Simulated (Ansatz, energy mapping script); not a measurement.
## Spin model of YNiO2 in the infinite layer structure from collinear orders

Wanted: the magnetic order of YNiO2 in the infinite layer structure, its couplings and an estimate of its ordering temperature, by PBEsol.

Main program and level: Ansatz 0.2.0; PBEsol; plane waves, collinear spin, no spin–orbit coupling.

## (1) Starting point

It takes space group P4/mmm (No. 123, tetragonal). Conventional cell: a = 3.932 Å, b = 3.932 Å, c = 3.103 Å, α = 90.00°, β = 90.00°, γ = 90.00°. Nearest to Y lie 8 O at 2.50 Å. Nearest to Ni lie 4 O at 1.97 Å. Nearest to O lie 2 Ni at 1.97 Å and 4 Y at 2.50 Å. infinite layer prototype, lattice guessed from radii. Farther neighbours and most contacts between anions are not listed.

This cell was built for the study (infinite layer prototype, lattice guessed from radii), not taken from an experiment; the compound need not form in this structure.

The cell was relaxed beforehand in Ansatz under PBE with U = 6 eV on Ni d, ortho-atomic projectors, from parallel moments.

A plain semilocal functional is the cheapest rung. It tends to spread open shells too far.

## (2) Order 1: parallel, cell A of 8 atoms

Each cell gets its own parallel run on the same mesh, so that most of the mesh error cancels in the differences.

Input file input.yaml:

```yaml
crystal:
  lattice:
    - [3.932394766, 0.0, 0.0]
    - [0.0, 3.932394766, 3.103120039]
    - [0.0, -3.932394766, 3.103120039]
  atoms:
    - { symbol: "Y", position: [0.5, 0.5, 0.0] }
    - { symbol: "Y", position: [0.5, 0.0, 0.5] }
    - { symbol: Ni, position: [0.0, 0.0, 0.0], spin: 2.0 }
    - { symbol: Ni, position: [0.0, 0.5, 0.5], spin: 2.0 }
    - { symbol: O, position: [0.5, 0.0, 0.0] }
    - { symbol: O, position: [0.5, 0.5, 0.5] }
    - { symbol: O, position: [0.0, 0.25, 0.75] }
    - { symbol: O, position: [0.0, 0.75, 0.25] }
magnetization:
  spin_polarized: true
kpoints:
  mp_grid: { grid: [9, 8, 8] }
hamiltonian:
  xc: pbesol
scf:
  occupations: { method: fermi_dirac, width: 0.05 }
output:
  eigenvalues: true
```

Launch:

```console
> ansatz run input.yaml --threads 4 --pin off --max-ram 8192MiB --backend cpu --events-out ev --progress --plain --runs-dir out
```

Numbers of over 12 decimals in the logs are rounded to 6 here.

Output:

```text
Engine: ansatz 0.2.0, aarch64-unknown-linux-gnu
Pseudopotentials: kind: paw
Pseudopotential: Y, paw, valence charge 11, recommended cutoff 420 eV (normal), Y.paw.azcp
Pseudopotential: Ni, paw, valence charge 18, recommended cutoff 420 eV (normal), Ni.paw.azcp
Pseudopotential: O, paw, valence charge 6, recommended cutoff 420 eV (normal), O.paw.azcp
Functional definition: PBEsol
  exchange = pbesol_x
  correlation = pbesol_c
Crystal: 8 atoms, lattice volume = 95.972 Å³
Basis set: ecut = 420 eV, 1895 PW (Γ)
Bands: 52, of which v1, the nominal top of the filled ones, is band 41 counted from 1 (40 counted from 0)
Symmetry: 16 space group operations
Space group: P4/mmm (ITA 123), of the structure as read, at distance tolerance 4.6e-5 Å
Magnetic group: BNS 123.339 (UNI 999), of the structure as read, at distance tolerance 4.6e-5 Å
k-points: 105 of 576
Non-local potential: Y, projectors of the file, l = 0: 3, l = 1: 2, l = 2: 2, l = 3: 1
Non-local potential: Ni, projectors of the file, l = 0: 3, l = 1: 2, l = 2: 3, l = 3: 1
Non-local potential: O, projectors of the file, l = 0: 2, l = 1: 2, l = 2: 1
PAW form: soft (Blöchl's): semilocal exchange-correlation on the pseudo side does not see the compensation charge
PAW frozen core: Y, regenerated for the run's functional, and the local potential with it (the file was generated under x = pbe(κ = 0.804, μ = 0.219515), c = pbe(β = 0.066725))
PAW frozen core: Ni, regenerated for the run's functional, and the local potential with it (the file was generated under x = pbe(κ = 0.804, μ = 0.219515), c = pbe(β = 0.066725))
PAW frozen core: O, regenerated for the run's functional, and the local potential with it (the file was generated under x = pbe(κ = 0.804, μ = 0.219515), c = pbe(β = 0.066725))
PAW one-centre angular grid: Y, 590 points (default); XC on 64 Gauss nodes
PAW one-centre angular grid: Ni, 590 points (default); XC on 64 Gauss nodes
PAW one-centre angular grid: O, 110 points (default); XC on 64 Gauss nodes
Initial density: superposition of atomic densities (chi_scale 0.1, normalization cell, long waves kept (reshape's long-wave potential 0.00 eV rms))
Starting moments: Σ|m| = 4 μB on 2 of 8 sites
Initial wavefunctions: pseudopotential atomic-orbital guess
Functional: x = pbesol(κ = 0.804, μ = 0.123457), c = pbesol(β = 0.046)
SCF iter   1: F=—  HF=-21447.649563 eV  |F-HF|=—  |Δ(HF+E_count)|=         —  Δρ=1.70e-1 (↑7.06e-2 ↓1.70e-1)  dr2=1.49e1  dr2_m=1.01e1  M=0.689 μB ∫|m|=0.842 μB  β_m=0.30  ethr=3.10e-3  ⟨swp⟩=5.9  Hψ=36182  notcnv=0  defer=31
Mixer restart at iter 1: flushing history
preconditioner: auto → Kerker (q_TF=auto, 2.658 Å⁻¹)  [metal: Δε(μ)=0.007 eV  Ē_g=12.391 eV  σ=0.050 eV  W_gap=0.03  n_scr=34 (ndim 8)  ℏωp=29.8 eV  f_vac=0.000  D(μ)=2.55/eV (n_scr^D=18)]
spin=Collinear: Kerker preconditioning applied to the charge; magnetization (m = ρ↑ − ρ↓) channel mixes plain (no charge-response kernel on spin).
SCF iter   2: F=—  HF=-21449.123608 eV  |F-HF|=—  |Δ(HF+E_count)|=    1.47e0  Δρ=8.89e-2 (↑6.27e-2 ↓8.89e-2)  dr2=1.96e0  dr2_m=4.49e0  M=0.817 μB ∫|m|=0.967 μB  β_m=0.46  ethr=3.10e-3  ⟨swp⟩=3.0  Hψ=23317  notcnv=0  defer=709
SCF iter   3: F=—  HF=-21450.278484 eV  |F-HF|=—  |Δ(HF+E_count)|=    1.15e0  Δρ=6.71e-2 (↑1.08e-2 ↓6.71e-2)  dr2=3.42e0  dr2_m=1.14e0  M=0.572 μB ∫|m|=0.673 μB  β_m=0.49  ethr=2.39e-3  ⟨swp⟩=2.7  Hψ=17348  notcnv=0  defer=690
SCF iter   4: F=—  HF=-21450.552486 eV  |F-HF|=—  |Δ(HF+E_count)|=   2.74e-1  Δρ=1.35e-2 (↑1.35e-2 ↓1.05e-2)  dr2=1.77e-1  dr2_m=9.28e-2  M=0.497 μB ∫|m|=0.574 μB  β_m=0.57  ethr=2.39e-3  ⟨swp⟩=2.9  Hψ=19030  notcnv=0  defer=688
SCF iter   5: F=—  HF=-21450.474034 eV  |F-HF|=—  |Δ(HF+E_count)|=   7.85e-2  Δρ=5.17e-3 (↑5.09e-3 ↓5.17e-3)  dr2=5.95e-2  dr2_m=1.04e-2  M=0.398 μB ∫|m|=0.450 μB  β_m=0.78  ethr=2.16e-4  ⟨swp⟩=2.2  Hψ=16147  notcnv=0  defer=728
SCF iter   6: F=—  HF=-21450.491037 eV  |F-HF|=—  |Δ(HF+E_count)|=   1.70e-2  Δρ=5.21e-3 (↑5.21e-3 ↓4.70e-3)  dr2=6.88e-2  dr2_m=7.26e-5  M=0.345 μB ∫|m|=0.380 μB  β_m=0.89  ethr=7.25e-5  ⟨swp⟩=2.0  Hψ=16860  notcnv=0  defer=741
SCF iter   7: F=—  HF=-21450.491983 eV  |F-HF|=—  |Δ(HF+E_count)|=   9.46e-4  Δρ=7.26e-4 (↑7.26e-4 ↓4.01e-4)  dr2=7.19e-4  dr2_m=6.76e-5  M=0.334 μB ∫|m|=0.365 μB  β_m=0.95  ethr=7.25e-5  ⟨swp⟩=2.0  Hψ=14879  notcnv=0  defer=747
SCF iter   8: F=—  HF=-21450.491940 eV  |F-HF|=—  |Δ(HF+E_count)|=   4.31e-5  Δρ=3.83e-4 (↑2.09e-4 ↓3.83e-4)  dr2=4.41e-5  dr2_m=6.82e-5  M=0.324 μB ∫|m|=0.353 μB  β_m=0.97  ethr=8.77e-7  ⟨swp⟩=2.1  Hψ=20293  notcnv=0  defer=736
SCF iter   9: F=—  HF=-21450.491946 eV  |F-HF|=—  |Δ(HF+E_count)|=   5.93e-6  Δρ=2.11e-4 (↑2.11e-4 ↓7.42e-5)  dr2=7.40e-5  dr2_m=5.04e-6  M=0.317 μB ∫|m|=0.345 μB  β_m=0.99  ethr=5.38e-8  ⟨swp⟩=2.0  Hψ=16237  notcnv=0  defer=736
[...]
SCF 1 converged in 14 iterations: F = -21450.491941 eV  dr2 = 4.99e-8
  greatest PAW one-centre occupation: 1.002 electrons in one spin orbital (limit 2), on the Ni atom at site 3 (counted from 0), in its partial waves of l = 1
Starting moments: Σ|m| = 6 μB on 4 of 8 sites
[...]
preconditioner: auto → Kerker (q_TF=auto, 2.658 Å⁻¹)  [metal: Δε(μ)=0.007 eV  Ē_g=13.209 eV  σ=0.050 eV  W_gap=0.03  n_scr=34 (ndim 8)  ℏωp=29.8 eV  f_vac=0.000  D(μ)=1.72/eV (n_scr^D=8)]
spin=Collinear: Kerker preconditioning applied to the charge; magnetization (m = ρ↑ − ρ↓) channel mixes plain (no charge-response kernel on spin).
[...]
spin-set hold released at iteration 6 (site moments contracting): the magnetisation degrees of freedom join the quasi-Newton model from the next iteration; the mixer history was flushed
[...]
SCF iter  12: F=—  HF=-21450.492301 eV  |F-HF|=—  |Δ(HF+E_count)|=   2.33e-3  Δρ=1.73e-3 (↑1.73e-3 ↓1.23e-3)  dr2=5.87e-3  dr2_m=1.46e-4  M=0.393 μB ∫|m|=0.434 μB  β_m=0.83  ethr=9.17e-6  ⟨swp⟩=2.0  Hψ=12881  notcnv=0  defer=731
SCF iter  13: F=—  HF=-21450.491937 eV  |F-HF|=—  |Δ(HF+E_count)|=   3.64e-4  Δρ=2.31e-4 (↑1.52e-4 ↓2.31e-4)  dr2=9.70e-5  dr2_m=1.46e-5  M=0.312 μB ∫|m|=0.340 μB  β_m=0.90  ethr=7.16e-6  ⟨swp⟩=1.6  Hψ=11840  notcnv=0  defer=731
SCF iter  14: F=—  HF=-21450.491942 eV  |F-HF|=—  |Δ(HF+E_count)|=   4.58e-6  Δρ=8.81e-5 (↑8.81e-5 ↓6.90e-5)  dr2=1.12e-5  dr2_m=1.29e-6  M=0.312 μB ∫|m|=0.339 μB  β_m=0.95  ethr=1.18e-7  ⟨swp⟩=2.0  Hψ=15312  notcnv=0  defer=731
SCF iter  15: F=—  HF=-21450.491941 eV  |F-HF|=—  |Δ(HF+E_count)|=   3.70e-7  Δρ=4.59e-5 (↑4.59e-5 ↓3.35e-5)  dr2=4.31e-6  dr2_m=1.42e-7  M=0.313 μB ∫|m|=0.340 μB  β_m=0.89  ethr=1.37e-8  ⟨swp⟩=2.0  Hψ=17205  notcnv=0  defer=731
SCF iter  16: F=—  HF=-21450.491941 eV  |F-HF|=—  |Δ(HF+E_count)|=   2.39e-7  Δρ=2.10e-5 (↑2.08e-5 ↓2.10e-5)  dr2=1.27e-6  dr2_m=4.59e-9  M=0.311 μB ∫|m|=0.338 μB  β_m=0.79  ethr=5.26e-9  ⟨swp⟩=2.0  Hψ=14895  notcnv=0  defer=731
iter 17 did not close the SCF: its close was put off for a magnetic moment that had not settled (scf_convergence_deferred on its scf_iter line)
SCF iter  17: F=-21450.491941 eV  HF=-21450.491941 eV  |F-HF|=2.71e-8  |Δ(HF+E_count)|=   1.72e-7  Δρ=5.58e-6 (↑3.37e-6 ↓5.58e-6)  dr2=5.37e-8  dr2_m=4.95e-9  M=0.311 μB ∫|m|=0.338 μB  β_m=0.89  ethr=1.22e-10  ⟨swp⟩=2.0  Hψ=31228  notcnv=0
iter 18 did not close the SCF: its close was put off for a magnetic moment that had not settled (scf_convergence_deferred on its scf_iter line)
SCF iter  18: F=-21450.491941 eV  HF=-21450.491941 eV  |F-HF|=3.80e-9  |Δ(HF+E_count)|=   1.89e-9  Δρ=1.82e-6 (↑1.82e-6 ↓1.74e-6)  dr2=6.44e-9  dr2_m=4.71e-10  M=0.311 μB ∫|m|=0.338 μB  β_m=0.87  ethr=6.55e-11  ⟨swp⟩=2.0  Hψ=24905  notcnv=0
SCF iter  19: F=-21450.491941 eV  HF=-21450.491941 eV  |F-HF|=8.37e-10  |Δ(HF+E_count)|=  2.91e-10  Δρ=8.31e-7 (↑4.79e-7 ↓8.31e-7)  dr2=1.12e-9  dr2_m=9.13e-11  M=0.311 μB ∫|m|=0.338 μB  ethr=7.85e-12  ⟨swp⟩=1.8  Hψ=26999  notcnv=0
SCF 2 converged in 19 iterations: F = -21450.491941 eV  dr2 = 1.12e-9
SCF converged after 14 iterations
Magnetization: 0.3110 μB (41.1555 up, 40.8445 down)
Absolute magnetization: 0.3376 μB (∫|ρ↑−ρ↓|, with the PAW one-centre terms)
Spin contamination: 0.0116 ħ² per cell (⟨S²⟩ above its minimum at these occupations)
Per-site moments (μB) at R_I (Å): [(-0.00115975, 1.033168), (-0.00115975, 1.033168), (0.138151, 0.811056), (0.138151, 0.811056), (0.00737152, 0.811056), (0.00737152, 0.811056), (0.00731651, 0.811056), (0.00731651, 0.811056)]
Free energy (F): -21450.491941 eV
Harris-Foulkes:  -21450.491941 eV  (|F-HF|=4.65e-8)
Internal energy: -21450.469038 eV  (E = F + TS)
E sigma→0 (E₀):  -21450.480490 eV
Entropy (-TS):   -0.022903 eV (-2.863 meV/atom)
Fermi energy:    13.819246 eV
--- Per-component energies (eV) ---
  E_band       = -801.514925
  E_kinetic    = 1869.547522
  E_local      = -10951.729567  (includes V_loc(G=0)·N_el)
  E_nonlocal   = 1584.211516
  E_hartree    = 4500.501021
  E_xc         = -803.064964
  E_vxc        = -988.214563  (∫ρ·V_xc dr)
  E_paw        = -9355.391487  (= ΣΔE_a)
  E_vpaw       = -1316.367276  (= ΣTr[D̂ρ^β])
  E_aug_tail   = 0.010552  (compensation charges beyond the density's cutoff)
  E_ewald      = -8295.386906
  E_core_change = 0.833275  (= ΣΔE_core)
  E_smearing   = -0.022903  (= −TS)
  E_closure    = -0.000000  (closes the sum)
  Σ components = -21450.491941   (vs F -21450.491941, Δ=0.00e0)
--- Band table (eV; the first three rows and the last of 210) ---
  k-point 0 ↑: bands = [... 37 lower, 12.5564, 12.7491, 12.8751, 12.8911, 13.2054, 13.8999, 15.0410, 16.4074, ... 7 higher]
  k-point 1 ↑: bands = [... 37 lower, 12.6267, 12.7231, 12.8240, 12.8682, 13.3707, 13.7831, 15.2192, 16.5836, ... 7 higher]
  k-point 2 ↑: bands = [... 37 lower, 12.6442, 12.6577, 12.7907, 12.8153, 13.5525, 13.8334, 15.6966, 16.7979, ... 7 higher]
  k-point 104 ↓: bands = [... 37 lower, 13.0608, 13.2763, 13.2994, 14.1169, 15.5371, 15.8247, 16.4319, 16.8544, ... 7 higher]
```

Wall time 49 s (4 threads of Arm Neoverse V2, shared host); peak memory 0.94 GiB; 3.1 min of CPU time.

Reading the cycles: dr2 is the Hartree energy of the density residual (eV), the measure of convergence; HF is the Harris–Foulkes estimate of the energy, which meets the free energy F at convergence.

Spin moment in the sphere by atom:

```
atom  spin moment in the sphere (μB)
  Y1                          -0.001
  Y2                          -0.001
 Ni3                           0.138
 Ni4                           0.138
  O5                           0.007
  O6                           0.007
  O7                           0.007
  O8                           0.007
```

The run ends weakly magnetic, not as typed: a moment turned or collapsed in the SCF or in the program's search for a lower state.

## (3) Order 2: parallel, cell B of 8 atoms

A new cell needs its own zero of energy.

This run holds the same structure in another cell (a 3.932 → 3.103 Å, b 5.009 → 5.561 Å, c 5.009 → 5.561 Å, α 103.4 → 90.0°).

Input file input.yaml:

```yaml
crystal:
  lattice:
    - [0.0, 0.0, -3.103120039]
    - [3.932394766, 3.932394766, 0.0]
    - [3.932394766, -3.932394766, 0.0]
  atoms:
    - { symbol: "Y", position: [0.5, 0.5, 0.0] }
    - { symbol: "Y", position: [0.5, 0.0, 0.5] }
    - { symbol: Ni, position: [0.0, 0.0, 0.0], spin: 2.0 }
    - { symbol: Ni, position: [0.0, 0.5, 0.5], spin: 2.0 }
    - { symbol: O, position: [0.0, 0.25, 0.25] }
    - { symbol: O, position: [0.0, 0.75, 0.75] }
    - { symbol: O, position: [0.0, 0.25, 0.75] }
    - { symbol: O, position: [0.0, 0.75, 0.25] }
magnetization:
  spin_polarized: true
kpoints:
  mp_grid: { grid: [12, 7, 7] }
hamiltonian:
  xc: pbesol
scf:
  occupations: { method: fermi_dirac, width: 0.05 }
output:
  eigenvalues: true
```

Output:

```text
[...]
Crystal: 8 atoms, lattice volume = 95.972 Å³
Basis set: ecut = 420 eV, 1879 PW (Γ)
Bands: 52, of which v1, the nominal top of the filled ones, is band 41 counted from 1 (40 counted from 0)
Symmetry: 32 space group operations
[...]
k-points: 70 of 588
[...]
Starting moments: Σ|m| = 4 μB on 2 of 8 sites
[...]
SCF iter   1: F=—  HF=-21447.618693 eV  |F-HF|=—  |Δ(HF+E_count)|=         —  Δρ=1.68e-1 (↑6.85e-2 ↓1.68e-1)  dr2=1.49e1  dr2_m=9.66e0  M=0.762 μB ∫|m|=0.894 μB  β_m=0.30  ethr=3.10e-3  ⟨swp⟩=6.1  Hψ=24351  notcnv=0  defer=11
[...]
SCF iter  14: F=-21450.493082 eV  HF=-21450.493082 eV  |F-HF|=1.02e-8  |Δ(HF+E_count)|=   1.82e-9  Δρ=2.22e-6 (↑1.33e-6 ↓2.22e-6)  dr2=1.04e-8  dr2_m=1.96e-10  M=0.475 μB ∫|m|=0.527 μB  ethr=2.78e-11  ⟨swp⟩=7.2  Hψ=23630  notcnv=0
SCF 1 converged in 14 iterations: F = -21450.493082 eV  dr2 = 1.04e-8
[...]
Symmetry: 16 space group operations
[...]
Starting moments: Σ|m| = 4 μB on 2 of 8 sites; this step starts from the density that it was given
[...]
SCF 2 converged in 8 iterations: F = -21450.573978 eV  dr2 = 4.11e-9
[...]
SCF 3 converged in 2 iterations: F = -21450.573978 eV  dr2 = 5.85e-9
WARN: the starting moments were not kept: 1 of 2 ended reversed and 1 kept their direction, counting a site from 0.1 of the cell's largest site moment. The largest reversed, site 2 (counted from 0, in the order of the report's site_moments_mub), started with +2.0 μB and closes at -6.5e-1 μB in its sphere. The net magnetisation is 4.5e-6 μB in size, at most 0.1 of the 4 μB that the starting moments add up to as vector [...]
SCF converged after 2 iterations
Magnetization: 0.0000 μB (41.0000 up, 41.0000 down)
Absolute magnetization: 1.6055 μB (∫|ρ↑−ρ↓|, with the PAW one-centre terms)
[...]
Per-site moments (μB) at R_I (Å): [(-4.7786161162145377e-8, 1.033168), (-4.7786161158023926e-8, 1.033168), (-0.646981, 0.811056), (0.646982, 0.811056), (1.1632076396353444e-6, 0.811056), (1.1632076396254587e-6, 0.811056), (1.16320763963394e-6, 0.811056), (1.1632076396268618e-6, 0.811056)]
Free energy (F): -21450.573978 eV
[...]
Internal energy: -21450.558632 eV  (E = F + TS)
E sigma→0 (E₀):  -21450.566305 eV
Entropy (-TS):   -0.015346 eV (-1.918 meV/atom)
Fermi energy:    13.692032 eV
[...]
--- Band table (eV; the first three rows and the last of 140) ---
  k-point 0 ↑: bands = [... 37 lower, 12.6514, 12.8114, 13.2079, 13.2757, 13.2757, 15.0603, 15.5793, 15.9398, ... 7 higher]
  k-point 1 ↑: bands = [... 37 lower, 12.7797, 12.8094, 13.2332, 13.2566, 13.3191, 15.3082, 15.4201, 15.7702, ... 7 higher]
  k-point 2 ↑: bands = [... 37 lower, 12.6920, 13.1237, 13.1884, 13.2042, 13.5948, 14.9991, 15.3591, 15.9176, ... 7 higher]
  k-point 69 ↓: bands = [... 37 lower, 12.8708, 12.9362, 12.9674, 13.8316, 14.5865, 15.8286, 16.4509, 16.8411, ... 7 higher]
```

The job ended after 84 s (4 threads; peak memory 2.1 GiB).

Spin moment in the sphere by atom:

```
atom  spin moment in the sphere (μB)
  Y1                           0.000
  Y2                           0.000
 Ni3                          -0.647
 Ni4                           0.647
  O5                           0.000
  O6                           0.000
  O7                           0.000
  O8                           0.000
```

The run ends antiferromagnetic, not as typed: a moment turned or collapsed in the SCF or in the program's search for a lower state.

[end of part 1 of 2]

[Logs and program files are shortened in this print: banners, set-up blocks, solver, clock and traceback lines can be left out without a mark of their own.]

[Logs are printed without paths, hosts, clocks, repeated set-up lines and the standing remarks that a program may print on its own settings, such as how far it seeks lower states.]

[Hosts, paths, dates, database ids (printed as entryN), source tags and the programs' standing remarks are cut or masked in the printed files.]

[Where a cell is said to come from a database of computed structures, the database is the Materials Project.]
